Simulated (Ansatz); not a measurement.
# What SiPbS3 (model cell, started as cubic perovskite with Si in the octahedra) distorts into, part 2 of 3

Wanted: the energy along a soft mode of SiPbS3 (model cell, started as cubic perovskite with Si in the octahedra) and the structure at the end.

Ansatz 0.2.0; DFT PBEsol, scalar-relativistic, plane waves, PAW; PAW set soft_1.

So far, highest frequency on the path or at a solved wavevector (cm⁻¹): step 2 (the dispersion) 379. Also lowest frequency on the path (cm⁻¹): step 2 -206.

The structure was built from a prototype and need not be the compound's stable phase.

**3. The mode frozen in, largest atomic shift 0 Å**

The mode followed lies at q = (0, -0.5, -0.5) with frequency 205.9i cm⁻¹, the softest among the wavevectors solved. At small amplitude the distorted cell has space group no. 127 by a symmetry search on the positions. The undistorted cell that holds it gives the zero of energy on the same k mesh.

System of this step: SiPbS3 (model cell, started as cubic perovskite with Si in the octahedra). It takes space group Pm-3m (No. 221, cubic). The conventional cell has a = 4.580 Å, b = 4.580 Å, c = 4.580 Å, α = 90.00°, β = 90.00°, γ = 90.00°. Nearest to Pb lie 12 S at 3.24 Å. Nearest to Si lie 6 S at 2.29 Å. S has 2 Si at 2.29 Å and 4 Pb at 3.24 Å nearest. Nearest to S lie 2 Si at 2.29 Å and 4 Pb at 3.24 Å. Farther neighbours and most contacts between anions are not listed.

The input, input.yaml:

```yaml
crystal:
  lattice:
    - [-4.5798392005, 0.0, 0.0]
    - [0.0, -4.5798392005, -4.5798392005]
    - [0.0, -4.5798392005, 4.5798392005]
  atoms:
    - { symbol: Pb, position: [1.0, 0.5, 0.5] }
    - { symbol: Pb, position: [1.0, 0.0, 0.0] }
    - { symbol: Si, position: [0.5, 0.0, 0.5] }
    - { symbol: Si, position: [0.5, 0.5, 0.0] }
    - { symbol: S, position: [0.5, 0.25, 0.25] }
    - { symbol: S, position: [0.5, 0.75, 0.75] }
    - { symbol: S, position: [0.5, 0.25, 0.75] }
    - { symbol: S, position: [0.5, 0.75, 0.25] }
    - { symbol: S, position: [1.0, 0.0, 0.5] }
    - { symbol: S, position: [1.0, 0.5, 0.0] }
kpoints:
  mp_grid: { grid: [8, 6, 6] }
hamiltonian:
  xc: pbesol
  pseudopotentials: { kind: paw, azcp: { folder: soft_1 }, xc_functional: pbe }
scf:
  occupations: { method: methfessel_paxton, width: 0.2 }
output:
  forces: true
  stress: true
  eigenvalues: true
```

Command:

```console
> ansatz run input.yaml --threads 8 --pin off --max-ram 16384MiB --backend cpu --events-out ev --progress --plain --runs-dir out
```

Numbers of over 12 decimals in the logs are rounded to 6 here.

Log:

```text
[...]
Crystal: 10 atoms, lattice volume = 192.124 Å³
Basis set: ecut = 420 eV, 3787 PW (Γ), exchange–correlation on 64×90×90 points (8 copies of the dense FFT grid, shifted against one another)
Bands: 46, of which v1, the nominal top of the filled ones, is band 36 counted from 1 (35 counted from 0)
Symmetry: 32 space group operations
[...]
k-points: 50 of 288
[...]
k-point 0: bands = [... 32 lower, 7.2952, 7.5836, 7.5851, 7.5851, 9.3019, 10.1455, 10.8672, 10.8672, ... 6 higher]
  k-point 1: bands = [... 32 lower, 7.3302, 7.4834, 7.6206, 7.9635, 9.0733, 10.0975, 10.3916, 11.2379, ... 6 higher]
  k-point 2: bands = [... 32 lower, 7.0948, 7.2381, 7.8125, 8.6188, 8.8440, 9.2642, 11.0363, 11.9444, ... 6 higher]
  k-point 49: bands = [... 32 lower, 6.9121, 6.9121, 9.3069, 9.3069, 10.1473, 10.1473, 10.8662, 10.8662, ... 6 higher]
[key lines of the parts left out:]
SCF converged after 8 iterations
Free energy (F): -30069.184382 eV
Fermi energy:    9.030548 eV
P = ⅓ Tr σ = 0.0209 GPa (0.209 kbar)
```

The job ended after 3.3 s (8 threads of Arm Neoverse V2, shared host; peak memory 0.86 GiB).

Numbers from this step:

- pressure: 0.02092 GPa
- energy from the undistorted cell: 0 meV/atom

The run ends at a pressure of 0.02 GPa.

**4. The mode frozen in, largest atomic shift 0.45 Å**

The atoms are moved along the unstable eigenvector, the largest shift by 0.45 Å, with the cell fixed.

input.yaml, the sections that differ from step 3:

```yaml
crystal:
  lattice:
    - [-4.5798392005, 0.0, 0.0]
    - [0.0, -4.5798392005, -4.5798392005]
    - [0.0, -4.5798392005, 4.5798392005]
  atoms:
    - { symbol: Pb, position: [1.0, 0.5, 0.5] }
    - { symbol: Pb, position: [1.0, 0.0, 0.0] }
    - { symbol: Si, position: [0.5, 0.0, 0.5] }
    - { symbol: Si, position: [0.5, 0.5, 0.0] }
    - { symbol: S, position: [0.5, 0.2008716376, 0.2008716376] }
    - { symbol: S, position: [0.5, 0.7991283624, 0.7991283624] }
    - { symbol: S, position: [0.5, 0.2991283624, 0.7008716376] }
    - { symbol: S, position: [0.5, 0.7008716376, 0.2991283624] }
    - { symbol: S, position: [1.0, 0.0, 0.5] }
    - { symbol: S, position: [1.0, 0.5, 0.0] }
# kpoints, hamiltonian, scf, output: as in step 3
```

Log:

```text
[...]
Crystal: 10 atoms, lattice volume = 192.124 Å³
Basis set: ecut = 420 eV, 3787 PW (Γ), exchange–correlation on 64×90×90 points (8 copies of the dense FFT grid, shifted against one another)
Bands: 46, of which v1, the nominal top of the filled ones, is band 36 counted from 1 (35 counted from 0)
Symmetry: 16 space group operations
[...]
k-points: 50 of 288
[...]
k-point 0: bands = [... 32 lower, 7.4037, 7.4037, 7.4597, 7.4597, 8.9309, 11.1356, 11.1757, 11.1757, ... 6 higher]
  k-point 1: bands = [... 32 lower, 7.3406, 7.3725, 7.5354, 7.9891, 8.9008, 10.2360, 11.2370, 11.2620, ... 6 higher]
  k-point 2: bands = [... 32 lower, 7.0616, 7.1835, 7.9822, 8.5890, 8.9292, 9.3457, 11.4224, 11.6221, ... 6 higher]
  k-point 49: bands = [... 32 lower, 7.1914, 7.1914, 9.2560, 9.2560, 10.1262, 10.1262, 11.0138, 11.0138, ... 6 higher]
[key lines of the parts left out:]
SCF converged after 9 iterations
Free energy (F): -30069.806984 eV
Fermi energy:    8.931751 eV
P = ⅓ Tr σ = -0.1830 GPa (-1.830 kbar)
```

Elapsed: 3.5 s, on 8 threads; peak memory 0.86 GiB; 26 s of CPU time.

Numbers from this step:

| Item | Value |
| --- | --- |
| pressure | -0.1830 GPa |
| energy from the undistorted cell | -62.50 meV/atom |

The energy, extrapolated to zero smearing, is -62.50 meV/atom against the undistorted cell.

The run ends at a pressure of -0.18 GPa, with forces up to 0.032 eV/Å.

**5. Energy along the mode, all amplitudes (two of the runs are shown above)**

An imaginary frequency means negative curvature, so the energy should fall and then rise again as anharmonic terms take over.

Numbers from this step:

```yaml
depth_at_the_lowest_point_sampled: 62.50 meV/atom
largest_atomic_shift_at_that_point: 0.45 Å
```

Energy from the parent against largest atomic shift:

```csv
largest atomic shift (Å),energy from the parent (meV/atom)
0.000,0
0.040,-1.48
0.080,-5.58
0.140,-15.1
0.220,-31.0
0.320,-50.1
0.450,-62.5
0.600,-45.6
```

Displacement at unit largest shift by atom:

```csv
atom,x (Å),y (Å),z (Å),size
Pb1,0.00,0.00,0.00,0.00
Pb2,0.00,0.00,0.00,0.00
Si3,0.00,0.00,0.00,0.00
Si4,0.00,0.00,0.00,0.00
S5,0.00,1.00,0.00,1.00
S6,0.00,-1.00,0.00,1.00
S7,0.00,0.00,-1.00,1.00
S8,0.00,0.00,1.00,1.00
S9,0.00,0.00,0.00,0.00
S10,0.00,0.00,0.00,0.00
```

The lowest of the steps tried is at 0.45 Å, 62.5 meV/atom below the parent; the bottom of the well need not coincide with a step.

**6. Relaxing from the distorted cell**

Starting from the lowest point found, all atoms and the cell are let go, so that strain and other modes of the same symmetry can join in.

input.yaml: that of step 4 with these lines changed.

```diff
@@ -27 +27,6 @@
   eigenvalues: true
+relax:
+  adjacent_minimum: "off"
+  f_tol: 0.002
+  max_steps: 120
+  cell: { stress_tol: 0.03 }
```

Log:

```text
[...]
Crystal: 10 atoms, lattice volume = 192.124 Å³
Basis set: ecut = 420 eV, 3787 PW (Γ), exchange–correlation on 64×90×90 points (8 copies of the dense FFT grid, shifted against one another)
Bands: 46, of which v1, the nominal top of the filled ones, is band 36 counted from 1 (35 counted from 0)
Symmetry: 16 space group operations
[...]
k-points: 50 of 288
[...]
SCF iter   1: F=—  HF=-30070.718438 eV  |F-HF|=—  |Δ(HF+E_count)|=         —  Δρ=3.14e-2  dr2=2.95e0  ethr=3.10e-3  ⟨swp⟩=10.5  Hψ=12774  notcnv=0
[...]
SCF iter   9: F=-30069.806984 eV  HF=-30069.806984 eV  |F-HF|=3.16e-9  |Δ(HF+E_count)|=   1.63e-8  S|Δr|=    0.00e0  Δρ=2.31e-6  dr2=1.24e-8  ethr=1.39e-10  ⟨swp⟩=13.7  Hψ=11950  notcnv=0
SCF 1 converged in 9 iterations: F = -30069.806984 eV  dr2 = 1.24e-8
[...]
relax step   1: F+E_penalty+E_count = -30069.80698418 eV  Δ(F+E_penalty+E_count) = +0.000e0 eV  max|allowed force component| = 3.151e-2 eV/Å  Δτ_max = 0.0000 Å  P = -0.183 GPa  Ω = 192.124 Å³  (9 SCF iters, dr2 threshold 1.00e-7 eV, accepted)
Crystal: 10 atoms, lattice volume = 190.620 Å³
Basis set: ecut = 420 eV, 3715 PW (Γ), exchange–correlation on 64×90×90 points (8 copies of the dense FFT grid, shifted against one another)
[...]
SCF iter   5: F=-30069.947372 eV  HF=-30069.947373 eV  |F-HF|=3.67e-7  |Δ(HF+E_count)|=   1.44e-6  S|Δr|=    0.00e0  Δρ=1.47e-5  dr2=6.76e-7  ethr=1.39e-9  ⟨swp⟩=6.8  Hψ=12494  notcnv=0
SCF 2 converged in 5 iterations: F = -30069.947372 eV  dr2 = 6.76e-7
[...]
relax step   2: F+E_penalty+E_count = -30069.94737237 eV  Δ(F+E_penalty+E_count) = -1.404e-1 eV  max|allowed force component| = 1.156e-2 eV/Å  Δτ_max = 0.0393 Å  P = +0.216 GPa  Ω = 190.620 Å³  energy of the carried Pulay correction = +2.545e-4 eV  (5 SCF iters, dr2 threshold 1.00e-6 eV, accepted)
Crystal: 10 atoms, lattice volume = 192.601 Å³
Basis set: ecut = 420 eV, 3757 PW (Γ), exchange–correlation on 64×90×90 points (8 copies of the dense FFT grid, shifted against one another)
[...]
SCF iter   6: F=-30070.181328 eV  HF=-30070.181328 eV  |F-HF|=5.43e-8  |Δ(HF+E_count)|=   4.90e-7  S|Δr|=    0.00e0  Δρ=8.69e-6  dr2=1.64e-7  ethr=1.39e-9  ⟨swp⟩=8.8  Hψ=11499  notcnv=0
the search or the solves at the SCF's close seem to have found levels that the self-consistency loop had missed (the run counts 1). By its estimate they hold under 1e-12 electrons; where the run keeps them, the occupations were computed again with them
SCF 3 converged in 6 iterations: F = -30070.181328 eV  dr2 = 1.64e-7
[...]
relax step   3: F+E_penalty+E_count = -30070.18132776 eV  Δ(F+E_penalty+E_count) = -2.340e-1 eV  max|allowed force component| = 2.154e-1 eV/Å  Δτ_max = 0.0288 Å  P = -0.868 GPa  Ω = 192.601 Å³  energy of the carried Pulay correction = -8.039e-5 eV  (6 SCF iters, dr2 threshold 1.00e-6 eV, accepted)
[... from here on, the SCF cycles and remarks between the steps are left out ...]
relax step   4: F+E_penalty+E_count = -30070.13746476 eV  Δ(F+E_penalty+E_count) = +4.386e-2 eV  max|allowed force component| = 4.531e-1 eV/Å  Δτ_max = 0.1868 Å  P = +2.455 GPa  Ω = 186.676 Å³  energy of the carried Pulay correction = +9.315e-4 eV  (6 SCF iters, dr2 threshold 1.00e-6 eV, rejected (line search))
relax step   5: F+E_penalty+E_count = -30070.27042668 eV  Δ(F+E_penalty+E_count) = -8.910e-2 eV  max|allowed force component| = 5.812e-2 eV/Å  Δτ_max = 0.0681 Å  P = -0.340 GPa  Ω = 191.684 Å³  energy of the carried Pulay correction = +7.417e-5 eV  (9 SCF iters, accepted)
relax step   6: F+E_penalty+E_count = -30070.27707179 eV  Δ(F+E_penalty+E_count) = -6.645e-3 eV  max|allowed force component| = 2.138e-2 eV/Å  Δτ_max = 0.0179 Å  P = +0.090 GPa  Ω = 190.906 Å³  energy of the carried Pulay correction = +2.058e-4 eV  (4 SCF iters, dr2 threshold 8.69e-7 eV, accepted)
relax step   7: F+E_penalty+E_count = -30070.27714637 eV  Δ(F+E_penalty+E_count) = -7.458e-5 eV  max|allowed force component| = 1.355e-2 eV/Å  Δτ_max = 0.0058 Å  P = -0.055 GPa  Ω = 191.201 Å³  energy of the carried Pulay correction = +1.560e-4 eV  (5 SCF iters, dr2 threshold 4.21e-8 eV, accepted)
relax step   8: F+E_penalty+E_count = -30070.27725052 eV  Δ(F+E_penalty+E_count) = -1.041e-4 eV  max|allowed force component| = 2.838e-6 eV/Å  Δτ_max = 0.0021 Å  P = -0.000 GPa  Ω = 191.093 Å³  energy of the carried Pulay correction = +1.742e-4 eV  (4 SCF iters, dr2 threshold 1.82e-8 eV, accepted)
relax step   9: F+E_penalty+E_count = -30070.27868557 eV  Δ(F+E_penalty+E_count) = -1.435e-3 eV  max|allowed force component| = 4.704e-5 eV/Å  Δτ_max = 0.0000 Å  P = +0.011 GPa  Ω = 191.093 Å³  stress off target by 4.16e-2 GPa  SCF on the basis re-selected at this cell (its energy is not comparable with the rows above)  (5 SCF iters)
relax step  10: F+E_penalty+E_count = -30070.27868884 eV  Δ(F+E_penalty+E_count) = -3.271e-6 eV  max|allowed force component| = 1.607e-4 eV/Å  Δτ_max = 0.0005 Å  P = -0.005 GPa  Ω = 191.144 Å³  energy of the carried Pulay correction = -7.974e-6 eV  (4 SCF iters, dr2 threshold 4.33e-9 eV, accepted)
[...]
SCF iter   4: F=-30070.278698 eV  HF=-30070.278698 eV  |F-HF|=0.00e0  |Δ(HF+E_count)|=   5.56e-9  S|Δr|=    0.00e0  Δρ=1.04e-7  dr2=1.74e-11  ethr=1.00e-12  ⟨swp⟩=7.5  Hψ=11889  notcnv=0
SCF 11 converged in 4 iterations: F = -30070.278698 eV  dr2 = 1.74e-11
relax step  11: F+E_penalty+E_count = -30070.27869808 eV  Δ(F+E_penalty+E_count) = -9.237e-6 eV  max|allowed force component| = 1.626e-4 eV/Å  Δτ_max = 0.0000 Å  P = -0.005 GPa  Ω = 191.144 Å³  stress off target by 8.93e-3 GPa  SCF on the basis re-selected at this cell (its energy is not comparable with the rows above)  (4 SCF iters)
[...]
SCF converged after 4 iterations
[...]
Free energy (F): -30070.278698 eV
[...]
Internal energy: -30070.285404 eV  (E = F + TS)
E sigma→0 (E₀):  -30070.280375 eV
Entropy (-TS):   0.006706 eV (0.671 meV/atom)
Fermi energy:    8.959853 eV
[...]
--- Forces (eV/Å), atoms counted from 1 ---
  atom   1  Pb     0.00000000     0.00000000     0.00000000
  atom   2  Pb    -0.00000000     0.00000000    -0.00000000
  atom   3  Si    -0.00000000     0.00000000    -0.00000000
  atom   4  Si     0.00000000     0.00000000     0.00000000
  atom   5  S      0.00000000     0.00016260    -0.00000000
  atom   6  S     -0.00000000    -0.00016260     0.00000000
  atom   7  S      0.00000000     0.00000000    -0.00016260
  atom   8  S      0.00000000    -0.00000000     0.00016260
  atom   9  S      0.00000000     0.00000000     0.00000000
  atom  10  S      0.00000000    -0.00000000     0.00000000
  max |Σ_I F_I| component: 7.81e-18 eV/Å
--- Stress (GPa, compression-positive) ---
       -0.008935      -0.000000      -0.000000
       -0.000000      -0.002372       0.000000
        0.000000       0.000000      -0.002372
  P = ⅓ Tr σ = -0.0046 GPa (-0.046 kbar)
--- Band table (eV; the first three rows and the last of 50) ---
  k-point 0: bands = [... 32 lower, 7.0473, 7.2873, 8.0244, 8.0244, 9.2030, 11.3961, 12.1718, 12.1718, ... 6 higher]
  k-point 1: bands = [... 32 lower, 7.2163, 7.5359, 7.7250, 7.9848, 9.4694, 11.1862, 11.4197, 12.2098, ... 6 higher]
  k-point 2: bands = [... 32 lower, 7.0459, 7.1147, 7.9090, 8.4205, 9.5677, 10.1224, 11.6944, 11.8224, ... 6 higher]
  k-point 49: bands = [... 32 lower, 7.5207, 7.5207, 8.8150, 8.8150, 10.1722, 10.1722, 10.4908, 10.4908, ... 6 higher]
--- Relaxed structure (9 steps of the walk, 8 accepted, 2 SCFs on fresh bases) ---
  F+E_penalty+E_count = -30070.27869808 eV   max|allowed force component| = 1.626e-4 eV/Å   (the final SCF, on the basis selected at the relaxed cell)
  cell:  # Å, volume = 191.1437 Å³
    - [-5.023586, 0, 0]
    - [0, -4.361723, -4.361723]
    - [0, -4.361723, 4.361723]
  atoms:
    - { symbol: Pb, position: [1.000000, 0.5, 0.5] }
    - { symbol: Pb, position: [1.000000, 0.0, 0] }
    - { symbol: Si, position: [0.500000, 0.0, 0.5] }
    - { symbol: Si, position: [0.500000, 0.5, 0.0] }
    - { symbol: S, position: [0.500000, 0.183603, 0.183603] }
    - { symbol: S, position: [0.500000, 0.816397, 0.816397] }
    - { symbol: S, position: [0.500000, 0.316397, 0.683603] }
    - { symbol: S, position: [0.500000, 0.683603, 0.316397] }
    - { symbol: S, position: [1.000000, 0.0, 0.5] }
    - { symbol: S, position: [1.000000, 0.5, 0.0] }
```

Elapsed: 35 s, on 8 threads; peak memory 0.9 GiB; 4.4 min of CPU time.

Relaxation path:

```csv
step,energy less that of the first step (eV),largest force component (eV/Å),pressure (GPa),volume (Å³)
1,0.0000,0.0315,-0.18,192.12
2,-0.1404,0.0116,0.22,190.62
3,-0.3743,0.2154,-0.87,192.60
4,-0.3305,0.4531,2.45,186.68
5,-0.4634,0.0581,-0.34,191.68
6,-0.4701,0.0214,0.09,190.91
7,-0.4702,0.0136,-0.05,191.20
8,-0.4703,0.0000,0.00,191.09
9*,-0.4717,0.0000,0.01,191.09
10,-0.4717,0.0002,0.00,191.14
11*,-0.4717,0.0002,0.00,191.14
```

Relaxation steps marked * repeat the geometry before them on a plane-wave basis chosen anew for their cell, so energy and pressure can jump there. Relaxation step 4 was tried and not accepted.

The run keeps the 16 symmetry operations that it works with, so distortions that break them were not tested.

```csv
cell as run,before,after,change
a (Å),4.580,5.024,+9.7 %
b (Å),6.477,6.168,-4.8 %
c (Å),6.477,6.168,-4.8 %
volume (Å³/atom),19.21,19.11,-0.5 %
```

The atoms that moved most (Å, as changes of fractional coordinates times the final cell):

```csv
atom,dx,dy,dz,length
S5,0.000,0.151,0.000,0.151
S6,0.000,-0.151,0.000,0.151
S7,0.000,0.000,-0.151,0.151
S8,0.000,0.000,0.151,0.151
```

The relaxed structure:

```cif
data_structure
_symmetry_space_group_name_H-M 'P 1'
_symmetry_Int_Tables_number 1
_cell_length_a 5.0236
_cell_length_b 6.1684
_cell_length_c 6.1684
_cell_angle_alpha 90.000
_cell_angle_beta 90.000
_cell_angle_gamma 90.000
_cell_volume 191.14
loop_
_atom_site_label
_atom_site_type_symbol
_atom_site_fract_x
_atom_site_fract_y
_atom_site_fract_z
_atom_site_occupancy
Pb1 Pb 0.00000 0.50000 0.50000 1
Pb2 Pb 0.00000 0.00000 0.00000 1
Si3 Si 0.50000 0.00000 0.50000 1
Si4 Si 0.50000 0.50000 0.00000 1
S5 S 0.50000 0.18360 0.18360 1
S6 S 0.50000 0.81640 0.81640 1
S7 S 0.50000 0.31640 0.68360 1
S8 S 0.50000 0.68360 0.31640 1
S9 S 0.00000 0.00000 0.50000 1
S10 S 0.00000 0.50000 0.00000 1
```

Numbers from this step:

```yaml
pressure: -0.004559 GPa
volume_per_atom: 19.11 Å³
gap_on_the_k_mesh: 0.2810 eV
```

The distorted start has space group P4/mbm; the relaxation ends in P4/mbm.

**7. The new phase in its own primitive cell**

The relaxed structure is symmetrised, reduced to its primitive cell and relaxed tightly, as its phonons need.

The input, input.yaml:

```yaml
crystal:
  lattice:
    - [6.1684079543, 0.0, 0.0]
    - [0.0, 6.1684079543, 0.0]
    - [0.0, 0.0, 5.0235857336]
  atoms:
    - { symbol: Pb, position: [0.5, 0.0, 0.0] }
    - { symbol: Pb, position: [0.0, 0.5, 0.0] }
    - { symbol: Si, position: [0.0, 0.0, 0.5] }
    - { symbol: Si, position: [0.5, 0.5, 0.5] }
    - { symbol: S, position: [0.1836029794, 0.6836029794, 0.5] }
    - { symbol: S, position: [0.8163970206, 0.3163970206, 0.5] }
    - { symbol: S, position: [0.3163970206, 0.1836029794, 0.5] }
    - { symbol: S, position: [0.6836029794, 0.8163970206, 0.5] }
    - { symbol: S, position: [0.0, 0.0, 0.0] }
    - { symbol: S, position: [0.5, 0.5, 0.0] }
kpoints:
  mp_grid: { grid: [6, 6, 6] }
hamiltonian:
  xc: pbesol
  pseudopotentials: { kind: paw, azcp: { folder: soft_1 }, xc_functional: pbe }
scf:
  occupations: { method: fixed }
output:
  forces: true
  stress: true
  eigenvalues: true
relax:
  adjacent_minimum: "off"
  f_tol: 0.001
  max_steps: 60
  cell: { stress_tol: 0.01 }
```

Log:

```text
[...]
Crystal: 10 atoms, lattice volume = 191.144 Å³
Basis set: ecut = 420 eV, 3773 PW (Γ), exchange–correlation on 90×90×72 points (8 copies of the dense FFT grid, shifted against one another)
Bands: 46, of which v1, the nominal top of the filled ones, is band 36 counted from 1 (35 counted from 0)
Symmetry: 16 space group operations
[...]
k-points: 40 of 216
[...]
atoms:
    - { symbol: Pb, position: [0.5, 0, 0.0] }
    - { symbol: Pb, position: [0, 0.5, 0.0] }
    - { symbol: Si, position: [0, 0, 0.5] }
    - { symbol: Si, position: [0.5, 0.5, 0.5] }
    - { symbol: S, position: [0.183632, 0.683632, 0.5] }
    - { symbol: S, position: [0.816368, 0.316368, 0.5] }
    - { symbol: S, position: [0.316368, 0.183632, 0.5] }
    - { symbol: S, position: [0.683632, 0.816368, 0.5] }
    - { symbol: S, position: [0, 0, 0.0] }
    - { symbol: S, position: [0.5, 0.5, 0.0] }
[key lines of the parts left out:]
SCF converged after 5 iterations
Free energy (F): -30070.280185 eV
Fermi energy:    8.815791 eV
P = ⅓ Tr σ = 0.0006 GPa (0.006 kbar)
```

Elapsed: 10 s, on 8 threads; peak memory 0.85 GiB.

Little changed from the start: no atom moved by 0.005 Å and no cell edge by 0.1 %.

Numbers from this step:

| Quantity | Value |
| --- | --- |
| pressure | 5.62e-4 GPa |
| gap on the k-mesh | 0.2777 eV |
| direct gap on mesh | 0.4457 eV |

The largest force component left is 0.060 meV/Å and the pressure is 0.001 GPa, within the tolerances set. The cell now holds 19.11 Å³/atom.

[end of part 2 of 3]

[Logs are printed without paths, hosts, clocks, repeated set-up lines and the standing remarks that a program may print on its own settings, such as how far it seeks lower states.]

[Hosts, paths, dates, database ids (printed as entryN), source tags and the programs' standing remarks are cut or masked in the printed files.]
